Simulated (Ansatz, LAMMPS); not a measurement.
**Glassy NaFeSi2O6 (150 atoms) under strain**

How stiff is glassy NaFeSi2O6 (150 atoms), and how do its levels respond to strain?

Calculated with Ansatz 0.2.0; Kohn-Sham DFT, PBE, PAW (set soft_2), plane waves.

### 1. Set-up

The cell holds 150 atoms: 15 Fe, 15 Na, 90 O and 30 Si. Its edges and angles: a = 12.772 Å, b = 12.772 Å, c = 12.772 Å, α = 90.0°, β = 90.0°, γ = 90.0°. 150 atoms (15 Fe, 15 Na, 90 O, 30 Si) placed at random at 2.76 g/cm³, melted at 4500 K for 20 ps at fixed volume with the Morse and Coulomb pair potential with partial charges (Pedone, Malavasi, Menziani, Cormack and Segre, J. Phys. Chem. B 110, 11780 (2006)). Quenched from 4500 K to 300 K at 20 K/ps and fixed volume, held 5 ps. The starting density is a measured one.

Limits known from the start: The quench rate of 20 K/ps is orders of magnitude faster than experiment, which tends to freeze in extra defects. The starting topology of bonds comes from the classical model, and needn't be the one that DFT or experiment would give. Without a Hubbard term or exact exchange, open shells on Fe are likely too delocalised. The Brillouin zone is sampled at Γ only.

### 2. Single point at the start

The forces at the start show how far the geometry lies from a minimum of this functional.

input.yaml reads:

```yaml
crystal:
  lattice:
    - [12.7718, 0.0, 0.0]
    - [0.0, 12.7718, 0.0]
    - [0.0, 0.0, 12.7718]
  atoms:
    - { symbol: Fe, position: [0.91326, 0.66116, 0.42713], spin: 5.0 }
    - { symbol: Fe, position: [0.28813, 0.79445, 0.53562], spin: -5.0 }
    - { symbol: Fe, position: [0.4436, 0.36182, 0.2477], spin: 5.0 }
    - { symbol: Fe, position: [0.13905, 0.36742, 0.71474], spin: -5.0 }
    - { symbol: Fe, position: [0.01118, 0.55226, 0.82459], spin: 5.0 }
    - { symbol: Fe, position: [0.04763, 0.6706, 0.25417], spin: -5.0 }
    - { symbol: Fe, position: [0.18452, 0.57727, 0.41906], spin: -5.0 }
    - { symbol: Fe, position: [0.47132, 0.91171, 0.44466], spin: -5.0 }
    - { symbol: Fe, position: [0.99035, 0.52515, 0.60129], spin: 5.0 }
    - { symbol: Fe, position: [0.41242, 0.52958, 0.62509], spin: -5.0 }
    - { symbol: Fe, position: [0.25922, 0.90386, 0.04427], spin: 5.0 }
    - { symbol: Fe, position: [0.2974, 0.76785, 0.28569], spin: -5.0 }
    - { symbol: Fe, position: [0.34782, 0.34718, 0.4894], spin: -5.0 }
    - { symbol: Fe, position: [0.14758, 0.83002, 0.82185], spin: 5.0 }
    - { symbol: Fe, position: [0.63864, 0.60049, 0.31622], spin: 5.0 }
    - { symbol: Na, position: [0.75153, 0.76361, 0.08444] }
    - { symbol: Na, position: [0.73754, 0.01157, 0.0025] }
    - { symbol: Na, position: [0.76709, 0.11759, 0.77764] }
    - { symbol: Na, position: [0.96144, 0.88593, 0.06133] }
    - { symbol: Na, position: [0.60768, 0.06599, 0.32346] }
    - { symbol: Na, position: [0.74719, 0.6832, 0.85655] }
    - { symbol: Na, position: [0.6848, 0.27487, 0.16924] }
    - { symbol: Na, position: [0.90322, 0.13044, 0.95324] }
    - { symbol: Na, position: [0.56094, 0.12735, 0.59146] }
    - { symbol: Na, position: [0.42283, 0.3257, 0.74701] }
    - { symbol: Na, position: [0.40261, 0.6093, 0.12187] }
    - { symbol: Na, position: [0.43591, 0.69103, 0.8445] }
    - { symbol: Na, position: [0.07078, 0.03974, 0.80114] }
    - { symbol: Na, position: [0.72366, 0.8261, 0.41589] }
    - { symbol: Na, position: [0.77861, 0.94249, 0.61305] }
    - { symbol: O, position: [0.74979, 0.62956, 0.42733] }
    - { symbol: O, position: [0.65118, 0.64908, 0.60319] }
    [... 112 atom lines left out ...]
    - { symbol: Si, position: [0.83074, 0.3838, 0.72306] }
    - { symbol: Si, position: [0.55631, 0.93377, 0.77904] }
    - { symbol: Si, position: [0.56048, 0.74308, 0.61047] }
    - { symbol: Si, position: [0.50972, 0.95003, 0.01106] }
    - { symbol: Si, position: [0.18709, 0.12591, 0.03899] }
    - { symbol: Si, position: [0.32892, 0.97969, 0.69119] }
magnetization:
  spin_polarized: true
kpoints:
  mp_grid: { grid: [1, 1, 1] }
hamiltonian:
  xc: pbe
scf:
  occupations: { method: fermi_dirac, width: 0.05 }
  lower_state_search: "off"
output:
  forces: true
```

Run with:

```
$ ansatz run input.yaml --threads 16 --pin off --max-ram 31232MiB --backend cpu --events-out ev --progress --plain --runs-dir out
```

Numbers of over 12 decimals in the logs are rounded to 6 here.

What it wrote:

```text
[...]
Pseudopotentials: kind: paw
Pseudopotential: Fe, paw, valence charge 16, recommended cutoff 420 eV (normal), Fe.paw.azcp
Pseudopotential: Na, paw, valence charge 9, recommended cutoff 420 eV (normal), Na.paw.azcp
Pseudopotential: O, paw, valence charge 6, recommended cutoff 420 eV (normal), O.paw.azcp
Pseudopotential: Si, paw, valence charge 4, recommended cutoff 420 eV (normal), Si.paw.azcp
[... 5 lines on functional and potentials left out ...]
Crystal: 150 atoms, lattice volume = 2083.322 Å³
Basis set: ecut = 420 eV, 40651 PW (Γ), exchange–correlation on 180×180×180 points (8 copies of the dense FFT grid, shifted against one another)
Bands: 705, of which v1, the nominal top of the filled ones, is band 518 counted from 1 (517 counted from 0)
Symmetry: 1 space group operations
Space group: P1 (ITA 1), of the structure as read, at distance tolerance 1.3e-4 Å
Magnetic group: BNS 1.1 (UNI 1), of the structure as read, at distance tolerance 1.3e-4 Å
k-points: 1
[... 9 lines on functional and potentials left out ...]
Initial density: superposition of atomic densities (chi_scale 0.1, normalization cell, long waves 55 % of neutral atoms (reshape's long-wave potential 1.55 eV rms, cloud 2.32 Å wide))
Starting moments: Σ|m| = 75 μB on 15 of 150 sites
Initial wavefunctions: pseudopotential atomic-orbital guess
[...]
SCF iter   1: F=—  HF=-159888.963318 eV  |F-HF|=—  |Δ(HF+E_count)|=         —  Δρ=2.04e-1 (↑2.04e-1 ↓1.94e-1)  dr2=3.22e3  dr2_m=3.13e2  M=-2.413 μB ∫|m|=24.317 μB  β_m=0.30  ethr=3.10e-3  ⟨swp⟩=6.0  Hψ=5436  notcnv=0  defer=241
preconditioner: auto → Kerker (q_TF=auto, 2.428 Å⁻¹)  [metal: Δε(μ)=0.002 eV  Ē_g=14.395 eV  σ=0.050 eV  W_gap=0.01  n_scr=484 (ndim 8)  ℏωp=22.9 eV  f_vac=0.098  D(μ)=93.85/eV (n_scr^D=798)]
spin=Collinear: Kerker preconditioning applied to the charge; magnetization (m = ρ↑ − ρ↓) channel mixes plain (no charge-response kernel on spin).
SCF iter   2: F=—  HF=-159841.290422 eV  |F-HF|=—  |Δ(HF+E_count)|=    4.77e1  Δρ=9.07e-2 (↑9.07e-2 ↓8.40e-2)  dr2=4.96e2  dr2_m=9.60e0  M=-6.122 μB ∫|m|=70.112 μB  β_m=1.00  ethr=3.10e-3  ⟨swp⟩=13.0  Hψ=4752  notcnv=0  defer=284
preconditioner: auto → Resta (q_TF=auto, 2.428 Å⁻¹)  ε∞=3.4  [insulator: Δε(μ)=0.160 eV  Ē_g=14.741 eV  σ=0.050 eV  W_gap=0.53  n_scr=484 (ndim 8)  ℏωp=22.9 eV  f_vac=0.095  D(μ)=19.79/eV (n_scr^D=80)  ε∞_Penn≈3.4]
spin=Collinear: Resta preconditioning applied to the charge; magnetization (m = ρ↑ − ρ↓) channel mixes plain (no charge-response kernel on spin).
SCF iter   3: F=—  HF=-159756.143255 eV  |F-HF|=—  |Δ(HF+E_count)|=    8.51e1  Δρ=4.92e-2 (↑4.27e-2 ↓4.92e-2)  dr2=1.67e2  dr2_m=3.66e0  M=-5.008 μB ∫|m|=69.162 μB  β_m=0.30  ethr=3.10e-3  ⟨swp⟩=4.0  Hψ=2852  notcnv=0  defer=311
SCF iter   4: F=—  HF=-159770.015080 eV  |F-HF|=—  |Δ(HF+E_count)|=    1.39e1  Δρ=1.04e-1 (↑1.04e-1 ↓3.59e-2)  dr2=5.73e2  dr2_m=3.07e1  M=-4.590 μB ∫|m|=59.210 μB  β_m=0.30  ethr=3.10e-3  ⟨swp⟩=4.0  Hψ=2765  notcnv=0  defer=321
[...]
SCF iter  10: F=—  HF=-159736.255250 eV  |F-HF|=—  |Δ(HF+E_count)|=   8.56e-1  Δρ=1.69e-2 (↑1.69e-2 ↓1.64e-2)  dr2=2.19e1  dr2_m=1.43e0  M=-2.433 μB ∫|m|=66.685 μB  β_m=0.30  ethr=6.28e-4  ⟨swp⟩=4.0  Hψ=2731  notcnv=0  defer=307
Mixer restart at iter 10: flushing history
spin-set hold released at iteration 10 (site moments contracting): the magnetisation degrees of freedom join the quasi-Newton model from the next iteration; the mixer history was flushed
SCF iter  11: F=—  HF=-159745.184342 eV  |F-HF|=—  |Δ(HF+E_count)|=    8.93e0  Δρ=7.95e-2 (↑3.16e-2 ↓7.95e-2)  dr2=3.67e2  dr2_m=1.72e1  M=-4.352 μB ∫|m|=61.943 μB  β_m=0.09  ethr=6.28e-4  ⟨swp⟩=4.0  Hψ=3875  notcnv=0  defer=315  recentre
SCF iter  12: F=—  HF=-159735.785162 eV  |F-HF|=—  |Δ(HF+E_count)|=    9.40e0  Δρ=1.48e-2 (↑1.47e-2 ↓1.48e-2)  dr2=1.60e1  dr2_m=1.61e0  M=-2.793 μB ∫|m|=67.829 μB  β_m=0.10  ethr=6.28e-4  ⟨swp⟩=4.5  Hψ=3415  notcnv=0  defer=309
[...]
SCF iter  36: F=—  HF=-159736.288805 eV  |F-HF|=—  |Δ(HF+E_count)|=  8.15e-10  Δρ=1.36e-6 (↑1.36e-6 ↓1.34e-6)  dr2=1.07e-7  dr2_m=1.78e-8  M=-4.916 μB ∫|m|=71.592 μB  β_m=0.36  ethr=7.83e-11  ⟨swp⟩=1.5  Hψ=1105  notcnv=0  defer=303
SCF iter  37: F=-159736.288805 eV  HF=-159736.288805 eV  |F-HF|=3.47e-8  |Δ(HF+E_count)|=   1.25e-8  Δρ=1.27e-6 (↑1.27e-6 ↓9.89e-7)  dr2=6.93e-8  dr2_m=1.26e-8  M=-4.916 μB ∫|m|=71.592 μB  ethr=9.66e-12  ⟨swp⟩=3.0  Hψ=3481  notcnv=0
SCF 1 converged in 37 iterations: F = -159736.288805 eV  dr2 = 6.93e-8
[...]
SCF converged after 37 iterations
Magnetization: -4.9162 μB (515.0419 up, 519.9581 down)
Absolute magnetization: 71.6111 μB (∫|ρ↑−ρ↓|, with the PAW one-centre terms)
Spin contamination: 33.9966 ħ² per cell (⟨S²⟩ above its minimum at these occupations)
Per-site moments (μB) at R_I (Å): [(3.527634, 0.767594), (-3.607808, 0.764541), (3.628181, 0.782674), (-3.743160, 0.824018), (3.651686, 0.774678), [...]
Free energy (F): -159736.288805 eV
Harris-Foulkes:  -159736.288805 eV  (|F-HF|=3.47e-8)
Internal energy: -159736.225597 eV  (E = F + TS)
E sigma→0 (E₀):  -159736.257201 eV
Entropy (-TS):   -0.063209 eV (-0.421 meV/atom)
Fermi energy:    4.649422 eV
--- Per-component energies (eV) ---
[...]
Σ components = -159736.288805   (vs F -159736.288805, Δ=0.00e0)
--- Forces (eV/Å), atoms counted from 1 ---
  atom   1  Fe    -0.63097173    -0.99899434     0.09957238
  atom   2  Fe    -0.46444684    -0.37611739     0.33171375
  atom   3  Fe    -0.52734620     0.36953220     1.43488500
  atom   4  Fe     0.91821876    -0.43342681    -0.30160919
[...]
atom 150  Si     2.46615111    -0.62309687     0.63854658
  max |Σ_I F_I| component: 5.07e-5 eV/Å
```

Run time: 1.7 min. Hardware: 16 threads of Arm Neoverse V1, shared host; peak memory 6.6 GiB; 26 min of CPU time.

The r.m.s. force at the start is 1.4 eV/Å.

### 3. Cell and atoms relaxed

Cell and atoms are freed together, to release stress as well as forces.

input.yaml reads:

```yaml
crystal:
  lattice:
    - [12.7718, 0.0, 0.0]
    - [0.0, 12.7718, 0.0]
    - [0.0, 0.0, 12.7718]
  atoms:
    [... the 150 atom lines of step 2 ...]
magnetization:
  spin_polarized: true
kpoints:
  mp_grid: { grid: [1, 1, 1] }
hamiltonian:
  xc: pbe
scf:
  occupations: { method: fermi_dirac, width: 0.05 }
  lower_state_search: "off"
output:
  forces: true
relax:
  f_tol: 0.05
  max_steps: 150
  cell: {}
```

What it wrote:

```text
[...]
Crystal: 150 atoms, lattice volume = 2083.322 Å³
Basis set: ecut = 420 eV, 40651 PW (Γ), exchange–correlation on 180×180×180 points (8 copies of the dense FFT grid, shifted against one another)
Bands: 705, of which v1, the nominal top of the filled ones, is band 518 counted from 1 (517 counted from 0)
Symmetry: 1 space group operations
[...]
k-points: 1
[...]
Starting moments: Σ|m| = 75 μB on 15 of 150 sites
[...]
SCF iter   1: F=—  HF=-159888.963318 eV  |F-HF|=—  |Δ(HF+E_count)|=         —  Δρ=2.04e-1 (↑2.04e-1 ↓1.94e-1)  dr2=3.22e3  dr2_m=3.13e2  M=-2.413 μB ∫|m|=24.317 μB  β_m=0.30  ethr=3.10e-3  ⟨swp⟩=6.0  Hψ=5436  notcnv=0  defer=241
[...]
SCF iter   4: F=—  HF=-159770.015036 eV  |F-HF|=—  |Δ(HF+E_count)|=    1.39e1  Δρ=1.04e-1 (↑1.04e-1 ↓3.59e-2)  dr2=5.73e2  dr2_m=3.07e1  M=-4.590 μB ∫|m|=59.210 μB  β_m=0.30  ethr=3.10e-3  ⟨swp⟩=4.0  Hψ=2765  notcnv=0  defer=321
[...]
SCF iter  10: F=—  HF=-159736.255249 eV  |F-HF|=—  |Δ(HF+E_count)|=   8.56e-1  Δρ=1.69e-2 (↑1.69e-2 ↓1.64e-2)  dr2=2.19e1  dr2_m=1.43e0  M=-2.433 μB ∫|m|=66.685 μB  β_m=0.30  ethr=6.28e-4  ⟨swp⟩=4.0  Hψ=2731  notcnv=0  defer=307
[...]
SCF iter  12: F=—  HF=-159735.785145 eV  |F-HF|=—  |Δ(HF+E_count)|=    9.40e0  Δρ=1.48e-2 (↑1.47e-2 ↓1.48e-2)  dr2=1.60e1  dr2_m=1.61e0  M=-2.793 μB ∫|m|=67.829 μB  β_m=0.10  ethr=6.28e-4  ⟨swp⟩=4.5  Hψ=3415  notcnv=0  defer=309
[...]
SCF iter  36: F=—  HF=-159736.288805 eV  |F-HF|=—  |Δ(HF+E_count)|=  6.98e-10  Δρ=1.36e-6 (↑1.36e-6 ↓1.34e-6)  dr2=1.07e-7  dr2_m=1.78e-8  M=-4.916 μB ∫|m|=71.592 μB  β_m=0.36  ethr=7.76e-11  ⟨swp⟩=1.5  Hψ=1105  notcnv=0  defer=303
SCF iter  37: F=-159736.288805 eV  HF=-159736.288805 eV  |F-HF|=3.52e-8  |Δ(HF+E_count)|=   1.28e-8  Δρ=1.27e-6 (↑1.27e-6 ↓9.96e-7)  dr2=7.00e-8  dr2_m=1.27e-8  M=-4.916 μB ∫|m|=71.592 μB  ethr=9.66e-12  ⟨swp⟩=3.0  Hψ=3481  notcnv=0
SCF 1 converged in 37 iterations: F = -159736.288805 eV  dr2 = 7.00e-8
[...]
relax step   1: F+E_penalty+E_count = -159736.28880543 eV  Δ(F+E_penalty+E_count) = +0.000e0 eV  max|allowed force component| = 6.785e0 eV/Å  Δτ_max = 0.0000 Å  P = +3.203 GPa  Ω = 2083.322 Å³  (37 SCF iters, dr2 threshold 1.00e-7 eV, accepted)
[... from here on, the SCF cycles and remarks between the steps are left out ...]
relax step   2: F+E_penalty+E_count = -159743.45305058 eV  Δ(F+E_penalty+E_count) = -7.164e0 eV  max|allowed force component| = 3.588e0 eV/Å  Δτ_max = 0.1949 Å  P = +1.851 GPa  Ω = 2062.674 Å³  energy of the carried Pulay correction = +6.796e-2 eV  (13 SCF iters, dr2 threshold 1.50e-5 eV, accepted)
relax step   3: F+E_penalty+E_count = -159748.50156063 eV  Δ(F+E_penalty+E_count) = -5.049e0 eV  max|allowed force component| = 9.181e-1 eV/Å  Δτ_max = 0.1950 Å  P = +0.184 GPa  Ω = 2043.286 Å³  energy of the carried Pulay correction = +1.324e-1 eV  (13 SCF iters, dr2 threshold 1.50e-5 eV, accepted)
relax step   4: F+E_penalty+E_count = -159749.45940432 eV  Δ(F+E_penalty+E_count) = -9.578e-1 eV  max|allowed force component| = 4.775e-1 eV/Å  Δτ_max = 0.1683 Å  P = -0.178 GPa  Ω = 2032.106 Å³  energy of the carried Pulay correction = +1.698e-1 eV  (12 SCF iters, dr2 threshold 1.50e-5 eV, accepted)
relax step   5: F+E_penalty+E_count = -159750.02425122 eV  Δ(F+E_penalty+E_count) = -5.648e-1 eV  max|allowed force component| = 3.528e-1 eV/Å  Δτ_max = 0.2000 Å  P = +0.001 GPa  Ω = 2023.101 Å³  energy of the carried Pulay correction = +2.001e-1 eV  (13 SCF iters, dr2 threshold 1.42e-5 eV, accepted)
relax step   6: F+E_penalty+E_count = -159750.25324005 eV  Δ(F+E_penalty+E_count) = -2.290e-1 eV  max|allowed force component| = 2.462e-1 eV/Å  Δτ_max = 0.1953 Å  P = -0.125 GPa  Ω = 2020.984 Å³  energy of the carried Pulay correction = +2.073e-1 eV  (12 SCF iters, dr2 threshold 7.78e-6 eV, accepted)
relax step   7: F+E_penalty+E_count = -159750.35950226 eV  Δ(F+E_penalty+E_count) = -1.063e-1 eV  max|allowed force component| = 1.528e-1 eV/Å  Δτ_max = 0.2000 Å  P = -0.073 GPa  Ω = 2017.500 Å³  energy of the carried Pulay correction = +2.190e-1 eV  (11 SCF iters, dr2 threshold 3.79e-6 eV, accepted)
relax step   8: F+E_penalty+E_count = -159750.43636721 eV  Δ(F+E_penalty+E_count) = -7.686e-2 eV  max|allowed force component| = 1.391e-1 eV/Å  Δτ_max = 0.1972 Å  P = +0.021 GPa  Ω = 2013.929 Å³  energy of the carried Pulay correction = +2.311e-1 eV  (12 SCF iters, dr2 threshold 1.46e-6 eV, accepted)
relax step   9: F+E_penalty+E_count = -159750.48665651 eV  Δ(F+E_penalty+E_count) = -5.029e-2 eV  max|allowed force component| = 1.150e-1 eV/Å  Δτ_max = 0.2000 Å  P = +0.006 GPa  Ω = 2012.807 Å³  energy of the carried Pulay correction = +2.349e-1 eV  (12 SCF iters, dr2 threshold 1.21e-6 eV, accepted)
[...]
relax step  22: F+E_penalty+E_count = -159750.74274682 eV  Δ(F+E_penalty+E_count) = +1.308e-2 eV  max|allowed force component| = 1.346e-1 eV/Å  Δτ_max = 0.2000 Å  P = -0.007 GPa  Ω = 2010.680 Å³  energy of the carried Pulay correction = +2.421e-1 eV  (14 SCF iters, dr2 threshold 3.63e-7 eV, accepted)
relax step  23: F+E_penalty+E_count = -159750.76537009 eV  Δ(F+E_penalty+E_count) = -2.262e-2 eV  max|allowed force component| = 4.315e-2 eV/Å  Δτ_max = 0.0782 Å  P = +0.009 GPa  Ω = 2008.808 Å³  energy of the carried Pulay correction = +2.485e-1 eV  (11 SCF iters, dr2 threshold 1.13e-6 eV, accepted)
relax step  24: F+E_penalty+E_count = -159750.64291516 eV  Δ(F+E_penalty+E_count) = +1.225e-1 eV  max|allowed force component| = 4.355e-2 eV/Å  Δτ_max = 0.0000 Å  P = -0.127 GPa  Ω = 2008.808 Å³  stress off target by 2.93e-1 GPa  SCF on the basis re-selected at this cell (its energy is not comparable with the rows above)  (12 SCF iters)
relax step  25: F+E_penalty+E_count = -159750.63047296 eV  Δ(F+E_penalty+E_count) = +1.244e-2 eV  max|allowed force component| = 2.146e-1 eV/Å  Δτ_max = 0.2000 Å  P = +0.017 GPa  Ω = 1996.703 Å³  energy of the carried Pulay correction = +3.977e-2 eV  (16 SCF iters, dr2 threshold 2.14e-7 eV, rejected (line search))
relax step  26: F+E_penalty+E_count = -159750.68281252 eV  Δ(F+E_penalty+E_count) = -3.990e-2 eV  max|allowed force component| = 5.315e-2 eV/Å  Δτ_max = 0.0692 Å  P = +0.109 GPa  Ω = 2000.535 Å³  energy of the carried Pulay correction = +2.729e-2 eV  (20 SCF iters, accepted)
relax step  27: F+E_penalty+E_count = -159750.68106156 eV  Δ(F+E_penalty+E_count) = +1.751e-3 eV  max|allowed force component| = 5.227e-2 eV/Å  Δτ_max = 0.0622 Å  P = -0.032 GPa  Ω = 2002.343 Å³  energy of the carried Pulay correction = +2.137e-2 eV  (12 SCF iters, dr2 threshold 1.77e-7 eV, accepted)
relax step  28: F+E_penalty+E_count = -159750.68256141 eV  Δ(F+E_penalty+E_count) = -1.500e-3 eV  max|allowed force component| = 2.303e-2 eV/Å  Δτ_max = 0.0136 Å  P = -0.012 GPa  Ω = 2002.587 Å³  energy of the carried Pulay correction = +2.056e-2 eV  (11 SCF iters, dr2 threshold 1.71e-7 eV, accepted)
relax step  29: F+E_penalty+E_count = -159750.66599538 eV  Δ(F+E_penalty+E_count) = +1.657e-2 eV  max|allowed force component| = 2.281e-2 eV/Å  Δτ_max = 0.0000 Å  P = -0.024 GPa  Ω = 2002.587 Å³  stress off target by 5.01e-2 GPa  SCF on the basis re-selected at this cell (its energy is not comparable with the rows above)  (9 SCF iters)
relax step  30: F+E_penalty+E_count = -159750.66773254 eV  Δ(F+E_penalty+E_count) = -1.737e-3 eV  max|allowed force component| = 8.317e-2 eV/Å  Δτ_max = 0.2000 Å  P = +0.010 GPa  Ω = 2000.773 Å³  energy of the carried Pulay correction = +5.939e-3 eV  (18 SCF iters, dr2 threshold 6.26e-9 eV, rejected (line search))
relax step  31: F+E_penalty+E_count = -159750.67395285 eV  Δ(F+E_penalty+E_count) = -7.957e-3 eV  max|allowed force component| = 1.774e-2 eV/Å  Δτ_max = 0.0968 Å  P = -0.002 GPa  Ω = 2001.678 Å³  energy of the carried Pulay correction = +3.001e-3 eV  (19 SCF iters, accepted)
relax step  32: F+E_penalty+E_count = -159750.67813995 eV  Δ(F+E_penalty+E_count) = -4.187e-3 eV  max|allowed force component| = 6.171e-2 eV/Å  Δτ_max = 0.0977 Å  P = -0.023 GPa  Ω = 2000.556 Å³  energy of the carried Pulay correction = +6.710e-3 eV  (18 SCF iters, accepted)
relax step  33: F+E_penalty+E_count = -159750.67873504 eV  Δ(F+E_penalty+E_count) = -5.951e-4 eV  max|allowed force component| = 1.527e-2 eV/Å  Δτ_max = 0.0315 Å  P = +0.000 GPa  Ω = 2000.846 Å³  energy of the carried Pulay correction = +5.747e-3 eV  (11 SCF iters, dr2 threshold 2.38e-7 eV, accepted)
relax step  34: F+E_penalty+E_count = -159750.66994268 eV  Δ(F+E_penalty+E_count) = +8.792e-3 eV  max|allowed force component| = 1.530e-2 eV/Å  Δτ_max = 0.0000 Å  P = -0.002 GPa  Ω = 2000.846 Å³  stress off target by 7.53e-3 GPa  SCF on the basis re-selected at this cell (its energy is not comparable with the rows above)  (9 SCF iters)
[...]
SCF converged after 9 iterations
Magnetization: -5.0125 μB (514.9937 up, 520.0063 down)
Absolute magnetization: 72.0917 μB (∫|ρ↑−ρ↓|, with the PAW one-centre terms)
[...]
Per-site moments (μB) at R_I (Å): [(3.652725, 0.802783), (-3.550551, 0.750344), (3.658057, 0.794110), (-3.607640, 0.773309), (3.616502, 0.772561), [...]
Free energy (F): -159750.669943 eV
[...]
Internal energy: -159750.657557 eV  (E = F + TS)
E sigma→0 (E₀):  -159750.663750 eV
Entropy (-TS):   -0.012386 eV (-0.083 meV/atom)
Fermi energy:    4.920353 eV
[...]
Σ components = -159750.669943   (vs F -159750.669943, Δ=0.00e0)
--- Forces (eV/Å), atoms counted from 1 ---
  atom   1  Fe    -0.00031802    -0.00901608     0.00161038
  atom   2  Fe     0.00403600    -0.00028668    -0.00100988
  atom   3  Fe    -0.00356916     0.00109686    -0.00088223
  atom   4  Fe     0.00181261    -0.00006015    -0.00097564
[...]
atom 150  Si     0.00447438     0.00722924    -0.00534190
  max |Σ_I F_I| component: 7.89e-5 eV/Å
--- Stress (GPa, compression-positive) ---
       -0.000414      -0.000856       0.002898
       -0.000857      -0.004981      -0.004403
        0.002897      -0.004403       0.000387
  P = ⅓ Tr σ = -0.0017 GPa (-0.017 kbar)
--- Relaxed structure (31 steps of the walk, 28 accepted, 3 SCFs on fresh bases) ---
  F+E_penalty+E_count = -159750.66994268 eV   max|allowed force component| = 1.530e-2 eV/Å   (the final SCF, on the basis selected at the relaxed cell)
  cell:  # Å, volume = 2000.8460 Å³
    - [12.844114, 0.064620, 0.069111]
    - [0.064620, 12.104901, -0.061098]
    - [0.069111, -0.061098, 12.870133]
  atoms:
    - { symbol: Fe, position: [0.907107, 0.662568, 0.440138] }
    - { symbol: Fe, position: [0.271104, 0.803823, 0.529511] }
    - { symbol: Fe, position: [0.438909, 0.352500, 0.260073] }
    - { symbol: Fe, position: [0.203598, 0.383588, 0.740757] }
[...]
- { symbol: Si, position: [0.314257, 0.976960, 0.711374] }
```

Elapsed: 25 min, on 16 threads; peak memory 6.9 GiB; 6.5 h of CPU time.

The relaxation converged after 31 steps, with a largest force component of 0.015 eV/Å.

[end of part 1 of 3]

[Logs are printed without paths, hosts, clocks, repeated set-up lines and the standing remarks that a program may print on its own settings, such as how far it seeks lower states.]

[Hosts, paths, dates, database ids (printed as entryN), source tags and the programs' standing remarks are cut or masked in the printed files.]
